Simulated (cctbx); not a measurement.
# A crystallographic session in cctbx: Mn3TlO6

Library: cctbx 2025.11. The data are simulated by the first script.

## 1. Simulate the data

run.py:

```python
from cctbx import adptbx, crystal, miller, sgtbx, xray
from cctbx.array_family import flex
from iotbx.shelx import hklf
from scitbx import matrix
import scitbx.random

cs = crystal.symmetry(unit_cell=(14.881, 3.097, 5.345, 90, 91, 90), space_group_symbol='Hall: C -2y')  # Cm
atoms = [  # label, site, U (iso, or U11 U22 U33 U12 U13 U23 in A^2), occupancy
    ("Tl1", (0.2933, 0.5, 0.9434), 0.0172, 1),
    ("Mn1", (0.1526, 0.5, 0.5199), 0.0241, 1),
    ("Mn2", (0.3435, 0, 0.4644), 0.0243, 1),
    ("Mn3", (0.4999, 0.5, 0.9992), 0.0306, 1),
    ("O1", (0.2672, 0.5, 0.2914), 0.0395, 1),
    ("O2", (0.2372, 0, 0.6997), 0.0425, 1),
    ("O3", (0.3988, 0.5, 0.645), 0.0358, 1),
    ("O4", (0.0957, 0, 0.348), 0.0461, 1),
    ("O5", (0.4229, 0, 0.1423), 0.0393, 1),
    ("O6", (0.0726, 0.5, 0.8449), 0.0349, 1),
]
xs = xray.structure(crystal_symmetry=cs)
for label, site, u, occ in atoms:
    u = adptbx.u_cif_as_u_star(cs.unit_cell(), u) if isinstance(u, tuple) else u
    xs.add_scatterer(xray.scatterer(label, site=site, u=u, occupancy=occ))
xs.set_inelastic_form_factors(0.71073, "sasaki")
xs.show_summary()
p1 = xs.expand_to_p1()
ms = miller.build_set(p1, anomalous_flag=True, d_min=0.77)
flex.set_random_seed(670219)
scitbx.random.set_random_seed(670219)
ms = ms.select(flex.random_double(ms.size()) < 0.8)
i = ms.structure_factors_from_scatterers(p1, algorithm="direct").f_calc().as_intensity_array().data()
i = i * 70000 / flex.max(i)
sig = flex.sqrt(i + flex.pow2(0.02 * i) + 2 ** 2)
noise = scitbx.random.variate(scitbx.random.normal_distribution())(i.size())
data = ms.array(data=i + sig * noise, sigmas=sig).set_observation_type_xray_intensity()
with open("data.hkl", "w") as f:
    data.export_as_shelx_hklf(f)
print("reflections written:", data.size(), " <I/sigma> = %.1f" % flex.mean(data.data() / data.sigmas()))
for h, a, b in list(data.sort("data"))[:12]:
    print("%4d%4d%4d %9.1f %7.1f" % (h + (a, b)))
```

```console
$ python run.py
```

```text
Number of scatterers: 10
At special positions: 10
Unit cell: (14.881, 3.097, 5.345, 90, 91, 90)
Space group: C 1 m 1 (No. 8)
reflections written: 1778  <I/sigma> = 20.8
   0   2   0   71460.5  1424.8
   0  -2   0   70953.1  1424.8
  -4   0  -1   70134.9  1414.2
   0   0   2   64072.6  1306.9
  -1  -1   3   60474.1  1233.0
  -4   0   1   59909.9  1208.1
   0   0  -2   58917.2  1234.8
   6   0  -2   58907.5  1227.2
  -1   1   3   58439.3  1233.0
   3   1   1   55397.7  1137.7
   3  -1   1   54455.9  1137.7
   5   1   1   52253.4  1064.7
```

It took 0.41 s on 1 thread of Arm Neoverse N1 (shared host), peak memory 0.07 GiB.

## 2. Symmetry

run.py:

```python
from cctbx import crystal, sgtbx, statistics
from cctbx.array_family import flex
from iotbx.shelx import hklf

p1 = crystal.symmetry(unit_cell=(14.881, 3.097, 5.345, 90, 91, 90), space_group_symbol="P 1")
raw = hklf.reader(file_name="data.hkl").as_miller_arrays(crystal_symmetry=p1, anomalous=True)[0]
print(raw.size(), "reflections to d = %.3f A" % raw.d_min())
isig = raw.data() / raw.sigmas()
print("centring   violations  <I/sigma> of those")
best = "P"
for c in "ABCIRF":
    a = raw.customized_copy(space_group_info=sgtbx.space_group_info("Hall: %s 1" % c)).sys_absent_flags().data()
    m = flex.mean(isig.select(a))
    print("%5s %10d of %5d %8.1f" % (c, (isig.select(a) > 4).count(True), a.count(True), m))
    if (isig.select(a) > 4).count(True) < 0.01 * a.count(True):
        best = c
raw = raw.select(~raw.customized_copy(space_group_info=sgtbx.space_group_info("Hall: %s 1" % best)).sys_absent_flags().data())
isig = raw.data() / raw.sigmas()
rows = []
for s in sgtbx.space_group_symbol_iterator():
    g = sgtbx.space_group(s)
    if g.conventional_centring_type_symbol() != best or not g.is_compatible_unit_cell(p1.unit_cell(), 1e-3, 0.02):
        continue
    rows.append((s, g))
print("Laue class    unique    Rint  (classes that these axes allow; Friedel mates merged)")
rint = {}
for s, g in rows:
    laue = g.build_derived_patterson_group()
    key = laue.type().hall_symbol()
    if key not in rint:
        m = raw.customized_copy(space_group_info=laue.info(), anomalous_flag=False).merge_equivalents()
        rint[key] = m.r_int()
        print("%-14s %6d %7.3f" % (laue.type().lookup_symbol(), m.array().size(), m.r_int()))
floor = min(rint.values())
good = [(s, g) for s, g in rows if rint[g.build_derived_patterson_group().type().hall_symbol()] < 2 * floor + 0.03]
top = max(g.build_derived_patterson_group().order_z() for s, g in good)
print("space group    extra absences  I>4sigma  <I/sigma>")
for s, g in good:
    laue = g.build_derived_patterson_group()
    if laue.order_z() != top:
        continue
    a = raw.customized_copy(space_group_info=g.info()).sys_absent_flags().data()
    a &= ~raw.customized_copy(space_group_info=laue.info()).sys_absent_flags().data()
    bad = (isig.select(a) > 4).count(True)
    if bad <= 0.03 * a.count(True):
        print("%-16s %8d %10d %9s  %s" % (s.universal_hermann_mauguin(), a.count(True), bad, "%.1f" % flex.mean(isig.select(a)) if a.count(True) else "-", "centric" if g.is_centric() else "acentric"))
laue = max(good, key=lambda t: t[1].build_derived_patterson_group().order_z())[1].build_derived_patterson_group()
f = raw.customized_copy(space_group_info=laue.info(), anomalous_flag=False).merge_equivalents().array().eliminate_sys_absent().f_sq_as_f()
f.set_observation_type_xray_amplitude()
bins = max(3, min(8, f.size() // 12))
f.setup_binner(n_bins=bins)
w = statistics.wilson_plot(f, {e: n / laue.order_z() for e, n in {'Tl': 2.0, 'Mn': 6.0, 'O': 12.0}.items()}, e_statistics=True)
print("Wilson B = %.2f A^2   <|E^2-1|> = %.3f (0.968 centric, 0.736 acentric)   E^2>4: %.1f %%" % (w.wilson_b, w.mean_e_sq_minus_1, w.percent_e_sq_gt_2))
print("shell (A)         n   <I/sigma>")
m = raw.customized_copy(space_group_info=laue.info(), anomalous_flag=False).merge_equivalents().array().eliminate_sys_absent()
for b in m.setup_binner(n_bins=bins).range_used():
    sel = m.binner().selection(b)
    print("%5.2f - %4.2f %6d %8.1f" % (min(m.binner().bin_d_range(b)[0] if m.binner().bin_d_range(b)[0] > 0 else 99, 99), m.binner().bin_d_range(b)[1], sel.count(True), flex.mean((m.data() / m.sigmas()).select(sel))))
```

```console
$ python run.py
```

```text
1778 reflections to d = 0.770 A
centring   violations  <I/sigma> of those
    A        437 of   877     21.2
    B        437 of   896     20.8
    C          0 of   899     -0.0
    I        434 of   890     20.6
    R        583 of  1189     20.7
    F        437 of  1336     13.9
Laue class    unique    Rint  (classes that these axes allow; Friedel mates merged)
C 1 2/m 1         320   0.050
space group    extra absences  I>4sigma  <I/sigma>
C 1 2 1                 0          0         -  acentric
C 1 m 1                 0          0         -  acentric
C 1 2/m 1               0          0         -  centric
Wilson B = 1.50 A^2   <|E^2-1|> = 0.416 (0.968 centric, 0.736 acentric)   E^2>4: 0.0 %
shell (A)         n   <I/sigma>
 5.34 - 1.53     46     38.6
 1.53 - 1.22     45     39.9
 1.22 - 1.07     36     38.7
 1.07 - 0.97     48     44.2
 0.97 - 0.90     40     35.7
 0.90 - 0.85     36     39.4
 0.85 - 0.81     40     37.3
 0.81 - 0.77     29     35.4
```

Time: 0.4 s.

## 3. Patterson map

run.py:

```python
from cctbx import crystal, maptbx
from iotbx.shelx import hklf

cs = crystal.symmetry(unit_cell=(14.881, 3.097, 5.345, 90, 91, 90), space_group_symbol='Hall: C -2y')  # Cm
raw = hklf.reader(file_name="data.hkl").as_miller_arrays(crystal_symmetry=cs, anomalous=True)[0]
merged = raw.eliminate_sys_absent().merge_equivalents()
fo2 = merged.array().set_observation_type_xray_intensity()
f = fo2.average_bijvoet_mates().f_sq_as_f()
pm = f.patterson_map(symmetry_flags=maptbx.use_space_group_symmetry, sharpening=False, resolution_factor=0.25)
peaks = pm.peak_search(parameters=maptbx.peak_search_parameters(min_distance_sym_equiv=0.4, max_clusters=14)).all()
top = peaks.heights()[0]
print("Patterson group", f.patterson_symmetry().space_group_info())
print("      u       v       w   height  length (A)")
for x, h in zip(peaks.sites(), peaks.heights()):
    y = [t - round(t) for t in x]
    print("%7.3f %7.3f %7.3f %8.1f %8.2f" % (x + (1000 * h / top, cs.unit_cell().length(y))))
```

```console
$ python run.py
```

```text
Patterson group C 1 2/m 1
      u       v       w   height  length (A)
  0.000   0.000   0.000   1000.0     0.00
  0.209   0.000   0.061    215.1     3.13
  0.140   0.000   0.419    192.9     3.03
  0.050   0.500   0.525    182.4     3.07
  0.159   0.500   0.535     81.8     3.79
  0.096   0.000   0.722     43.3     2.08
  0.059   0.500   0.209     40.2     2.09
  0.131   0.500   0.193     31.1     2.68
  0.200   0.500   0.948     30.2     3.37
  0.035   0.000   0.646     28.2     1.97
  0.222   0.000   0.328     12.8     3.71
  0.068   0.500   0.866      7.9     1.99
  0.039   0.000   0.797      7.8     1.23
  0.232   0.000   0.719      6.0     3.79
```

Time: 0.39 s.

## 4. Charge flipping

run.py:

```python
import itertools
from cctbx import crystal, maptbx
from cctbx.array_family import flex
from iotbx.shelx import hklf
from smtbx.ab_initio import charge_flipping as cf

cs = crystal.symmetry(unit_cell=(14.881, 3.097, 5.345, 90, 91, 90), space_group_symbol='Hall: C -2y')  # Cm
raw = hklf.reader(file_name="data.hkl").as_miller_arrays(crystal_symmetry=cs, anomalous=True)[0]
merged = raw.eliminate_sys_absent().merge_equivalents()
fo2 = merged.array().set_observation_type_xray_intensity()
f = fo2.average_bijvoet_mates().f_sq_as_f().resolution_filter(d_min=0.9)
p1 = f.expand_to_p1()
p1.setup_binner_counting_sorted(reflections_per_bin=max(40, p1.size() // 12))
work = p1.array(data=p1.data() / p1.amplitude_quasi_normalisations().data())
flex.set_random_seed(30610)
it = cf.weak_reflection_improved_iterator(delta=None, weak_reflection_fraction=0.2)
it.start(work, phases=flex.random_double(p1.size()) * 6.2832, f_000=0)
it.delta = 1 * it.rho_map.sigma()
print("cycle      R  skewness")
for n, st in enumerate(itertools.islice(it, 6)):
    if n % 1 == 0:
        print("%5d %6.3f %8.2f" % (n, st.r1_factor(), st.rho_map.skewness()))
rho = p1.phase_transfer(it.f_calc).fft_map().apply_volume_scaling()
polish = cf.low_density_elimination_iterator(constant_rho_c=rho.sigma())
polish.start(f_obs=p1, phases=it.f_calc, f_000=0)
for _ in range(8):
    next(polish)
print("origin shift          correlation  skewness")
maps = []
for fc, shift, cc in itertools.islice(cf.f_calc_symmetrisations(f, polish.f_calc, 0), 4):
    m = f.phase_transfer(fc).fft_map(symmetry_flags=maptbx.use_space_group_symmetry, resolution_factor=0.25).apply_sigma_scaling()
    maps.append((m.skewness(), cc, m))
    print("%6.3f %6.3f %6.3f %10.3f %9.2f" % (tuple(shift) + (cc, m.skewness())))
skew, cc, m = max((t for t in maps if t[1] > maps[0][1] - 0.04), key=lambda t: t[0])
print("taken: symmetry correlation %.3f, skewness %.2f" % (cc, skew))
peaks = m.peak_search(parameters=maptbx.peak_search_parameters(min_distance_sym_equiv=0.9, max_clusters=15)).all()
sps = cs.special_position_settings(min_distance_sym_equiv=0.5)
print("peak      x       y       z  mult  height/sigma")
for k, (x, h) in enumerate(zip(peaks.sites(), peaks.heights())):
    ss = sps.site_symmetry(x)
    print("Q%-3d %7.4f %7.4f %7.4f %4d %8.1f" % ((k + 1,) + tuple(t % 1 for t in ss.exact_site()) + (ss.multiplicity(), h)))
```

```console
$ python run.py
```

```text
cycle      R  skewness
    0  0.458     0.05
    1  0.431     0.42
    2  0.418     0.56
    3  0.379     0.82
    4  0.368     1.03
    5  0.361     1.05
origin shift          correlation  skewness
 0.000  0.155 -0.000      0.906      2.65
taken: symmetry correlation 0.906, skewness 2.65
peak      x       y       z  mult  height/sigma
Q1    0.2289  0.5000  0.9679    2     10.6
Q2    0.0536  0.5000  0.9901    2      7.4
Q3    0.4930  0.5000  0.4165    2      6.8
Q4    0.2803  0.0000  0.1617    2      5.8
Q5    0.3335  0.5000  0.6594    2      5.8
Q6    0.4374  0.5000  0.0366    2      4.8
Q7    0.0642  0.2907  0.3747    4      4.2
Q8    0.4040  0.0000  0.5910    2      3.9
Q9    0.0984  0.3099  0.8866    4      3.5
Q10   0.1060  0.5000  0.6433    2      3.5
Q11   0.3547  0.0000  0.7581    2      3.4
Q12   0.9988  0.5000  0.1847    2      3.2
Q13   0.1333  0.0000  0.7296    2      3.0
Q14   0.2840  0.0000  0.8668    2      2.7
Q15   0.1750  0.5000  0.2419    2      2.6
```

Time: 0.41 s.

This run holds a fault made on purpose: far too few cycles.

## 5. Charge flipping

run.py, as its changes from the last script of this kind:

```diff
@@ -20,2 +20,2 @@
-for n, st in enumerate(itertools.islice(it, 6)):
-    if n % 1 == 0:
+for n, st in enumerate(itertools.islice(it, 150)):
+    if n % 12 == 0:
```

```console
$ python run.py
```

```text
cycle      R  skewness
    0  0.458     0.05
   12  0.389     1.39
   24  0.395     2.06
   36  0.389     2.28
   48  0.374     2.14
   60  0.391     2.33
   72  0.383     2.23
   84  0.390     2.35
   96  0.397     2.26
  108  0.370     2.58
  120  0.406     2.82
  132  0.394     2.70
  144  0.382     2.71
origin shift          correlation  skewness
 0.000  0.229 -0.000      0.905      2.52
taken: symmetry correlation 0.905, skewness 2.52
peak      x       y       z  mult  height/sigma
Q1    0.1808  0.5000  0.3626    2      8.7
Q2    0.3369  0.5000  0.8791    2      6.5
Q3    0.4730  0.5000  0.5712    2      6.5
Q4    0.1973  0.0000  0.6373    2      6.3
Q5    0.4244  0.5000  0.9362    2      5.6
Q6    0.1263  0.0000  0.8953    2      5.4
Q7    0.0702  0.0000  0.2139    2      4.4
Q8    0.0598  0.5000  0.5288    2      3.3
Q9    0.3822  0.0000  0.4157    2      3.0
Q10   0.4005  0.0000  0.6581    2      2.9
Q11   0.3935  0.0000  0.0623    2      2.7
Q12   0.0480  0.2545  0.0704    4      2.7
Q13   0.1946  0.5000  0.0848    2      2.5
Q14   0.4153  0.5000  0.1969    2      2.5
Q15   0.0419  0.0000  0.9138    2      2.4
```

Time: 0.45 s.

## 6. Refinement (model from the peaks)

run.py:

```python
import math
from cctbx import adptbx, crystal, maptbx, sgtbx, xray
from cctbx.array_family import flex
from cctbx.xray import observations
from iotbx.shelx import hklf
from scitbx.lstbx import normal_eqns_solving
from smtbx import absolute_structure, utils
from smtbx.refinement import constraints, least_squares

cs = crystal.symmetry(unit_cell=(14.881, 3.097, 5.345, 90, 91, 90), space_group_symbol='Hall: C -2y')  # Cm
atoms = [  # label, site, U (iso, or U11 U22 U33 U12 U13 U23 in A^2), occupancy
    ("Mn1", (0.1808, 0.5, 0.3626), 0.0200, 1),
    ("Mn2", (0.3369, 0.5, 0.8791), 0.0200, 1),
    ("Mn3", (0.473, 0.5, 0.5712), 0.0200, 1),
    ("O1", (0.1973, 0, 0.6373), 0.0200, 1),
    ("O2", (0.4244, 0.5, 0.9362), 0.0200, 1),
    ("O3", (0.1263, 0, 0.8953), 0.0200, 1),
    ("O4", (0.0702, 0, 0.2139), 0.0200, 1),
    ("O5", (0.0598, 0.5, 0.5288), 0.0200, 1),
    ("O6", (0.3822, 0, 0.4157), 0.0200, 1),
]
xs = xray.structure(crystal_symmetry=cs)
for label, site, u, occ in atoms:
    u = adptbx.u_cif_as_u_star(cs.unit_cell(), u) if isinstance(u, tuple) else u
    xs.add_scatterer(xray.scatterer(label, site=site, u=u, occupancy=occ))
xs.set_inelastic_form_factors(0.71073, "sasaki")
raw = hklf.reader(file_name="data.hkl").as_miller_arrays(crystal_symmetry=cs, anomalous=True)[0]
merged = raw.eliminate_sys_absent().merge_equivalents()
fo2 = merged.array().set_observation_type_xray_intensity()
print("Rint %.3f, %d unique reflections to %.2f A" % (merged.r_int(), fo2.size(), fo2.d_min()))
for sc in xs.scatterers():
    sc.flags.set_grad_site(True)
    sc.flags.set_grad_u_aniso(sc.flags.use_u_aniso())
    sc.flags.set_grad_u_iso(sc.flags.use_u_iso())
obs = fo2.as_xray_observations()
extra = {}
rep = constraints.reparametrisation(xs, [], utils.connectivity_table(xs), **extra)
ls = least_squares.crystallographic_ls(obs, rep, weighting_scheme=least_squares.mainstream_shelx_weighting(a=0, b=0))
print("cycle     R1     wR2    GooF  max shift (A)")
for cycle in range(6):
    ls.build_up()
    r1, wr2, goof = ls.r1_factor(cutoff_factor=2)[0], ls.wR2(), ls.goof()
    old = xs.sites_cart()
    normal_eqns_solving.levenberg_marquardt_iterations(ls, n_max_iterations=3, tau=0.0001, step_threshold=1e-7)
    big = flex.max((xs.sites_cart() - old).norms())
    print("%4d %7.4f %7.4f %7.3f %9.5f" % (cycle + 1, r1, wr2, goof, big))
    ls.build_up(objective_only=True)
    if abs(ls.wR2() - wr2) < 5e-5 and big < 5e-4:
        break
ls.build_up()
print("final R1 %.4f wR2 %.4f GooF %.3f  parameters %d  data/parameter %.1f" % (ls.r1_factor(cutoff_factor=2)[0], ls.wR2(), ls.goof(), ls.n_parameters, fo2.size() / ls.n_parameters))
cov = ls.covariance_matrix_and_annotations()
su = dict(zip(cov.annotations, (math.sqrt(max(v, 0)) for v in cov.matrix.matrix_packed_u_diagonal())))
a2 = cs.unit_cell().reciprocal_parameters()[0] ** -2
print("atom        x        y        z      Ueq    occ   su(xyz)  su(Uiso or U11)")
for sc in xs.scatterers():
    s = max(su.get(sc.label + k, 0) for k in (".x", ".y", ".z"))
    npd = "" if sc.is_positive_definite_u(cs.unit_cell()) else "  NPD"
    print("%-5s %8.5f %8.5f %8.5f %8.4f %6.3f %8.5f %7.4f%s" % ((sc.label,) + sc.site + (sc.u_iso_or_equiv(cs.unit_cell()), sc.occupancy, s, su.get(sc.label + ".uiso", su.get(sc.label + ".u11", 0) * a2), npd)))
fo = fo2.f_sq_as_f()
fc = fo.structure_factors_from_scatterers(xs, algorithm="direct").f_calc()
diff = fo.f_obs_minus_f_calc(1 / math.sqrt(ls.scale_factor()), fc).average_bijvoet_mates()
m = diff.fft_map(symmetry_flags=maptbx.use_space_group_symmetry, resolution_factor=0.25).apply_volume_scaling()
print("difference map: max %.2f min %.2f rms %.2f" % (m.statistics().max(), m.statistics().min(), m.statistics().sigma()))
peaks = m.peak_search(parameters=maptbx.peak_search_parameters(min_distance_sym_equiv=0.6, max_clusters=6)).all()
near = xs.closest_distances(peaks.sites(), distance_cutoff=4)
sps = cs.special_position_settings(min_distance_sym_equiv=0.5)
for k, (x, h) in enumerate(zip(peaks.sites(), peaks.heights())):
    ss = sps.site_symmetry(x)
    print("Q%-3d %7.4f %7.4f %7.4f %4d %7.2f  %.2f A from %s" % ((k + 1,) + tuple(t % 1 for t in ss.exact_site()) + (ss.multiplicity(), h, near.smallest_distances[k], xs.scatterers()[near.i_seqs[k]].label)))
```

```console
$ python run.py
```

```text
Rint 0.012, 585 unique reflections to 0.77 A
cycle     R1     wR2    GooF  max shift (A)
   1  0.4739  0.7879  39.764   0.29926
   2  0.3589  0.6425  32.424   0.12490
   3  0.3142  0.5821  29.376   0.13594
   4  0.2929  0.5522  27.868   0.09889
   5  0.2855  0.5437  27.437   0.07480
   6  0.2788  0.5373  27.118   0.05718
final R1 0.2729 wR2 0.5312 GooF 26.810  parameters 27  data/parameter 21.7
atom        x        y        z      Ueq    occ   su(xyz)  su(Uiso or U11)
Mn1    0.19725  0.50000  0.41586   0.0204  1.000  0.00217  0.0032
Mn2    0.33838  0.50000  0.84557   0.0001  1.000  0.00166  0.0018
Mn3    0.45375  0.50000  0.55753   0.0435  1.000  0.00305  0.0049
O1     0.16405  0.00000  0.62041   0.0001  1.000  0.00705  0.0077
O2     0.46609  0.50000  0.96067   0.0343  1.000  0.01343  0.0148
O3     0.13154  0.00000  0.89568   0.0005  1.000  0.00746  0.0084
O4     0.05198  0.00000  0.16236   0.0334  1.000  0.01311  0.0145
O5     0.07857  0.50000  0.55671   0.0228  1.000  0.01200  0.0113
O6     0.38078  0.00000  0.37219   0.0001  1.000  0.00749  0.0082
difference map: max 16.00 min -15.23 rms 1.94
Q1    0.3375  0.5000  0.8430    2   16.23  0.02 A from Mn2
Q2    0.0458  0.0000  0.8946    2   14.31  1.24 A from O2
Q3    0.3759  0.0000  0.3569    2   10.74  0.11 A from O6
Q4    0.3953  0.0000  0.0636    2   10.09  1.67 A from O6
Q5    0.4862  0.0000  0.3538    2    7.12  1.57 A from O6
Q6    0.2651  0.0000  0.9306    2    6.81  1.95 A from Mn2
```

Run time: 0.72 s on 1 thread of Arm Neoverse N1 (shared host), peak memory 0.09 GiB.

Figures of merit this high mean that the model is still wrong or incomplete.

[Logs are printed without paths, hosts, clocks, repeated set-up lines and the standing remarks that a program may print on its own settings, such as how far it seeks lower states.]
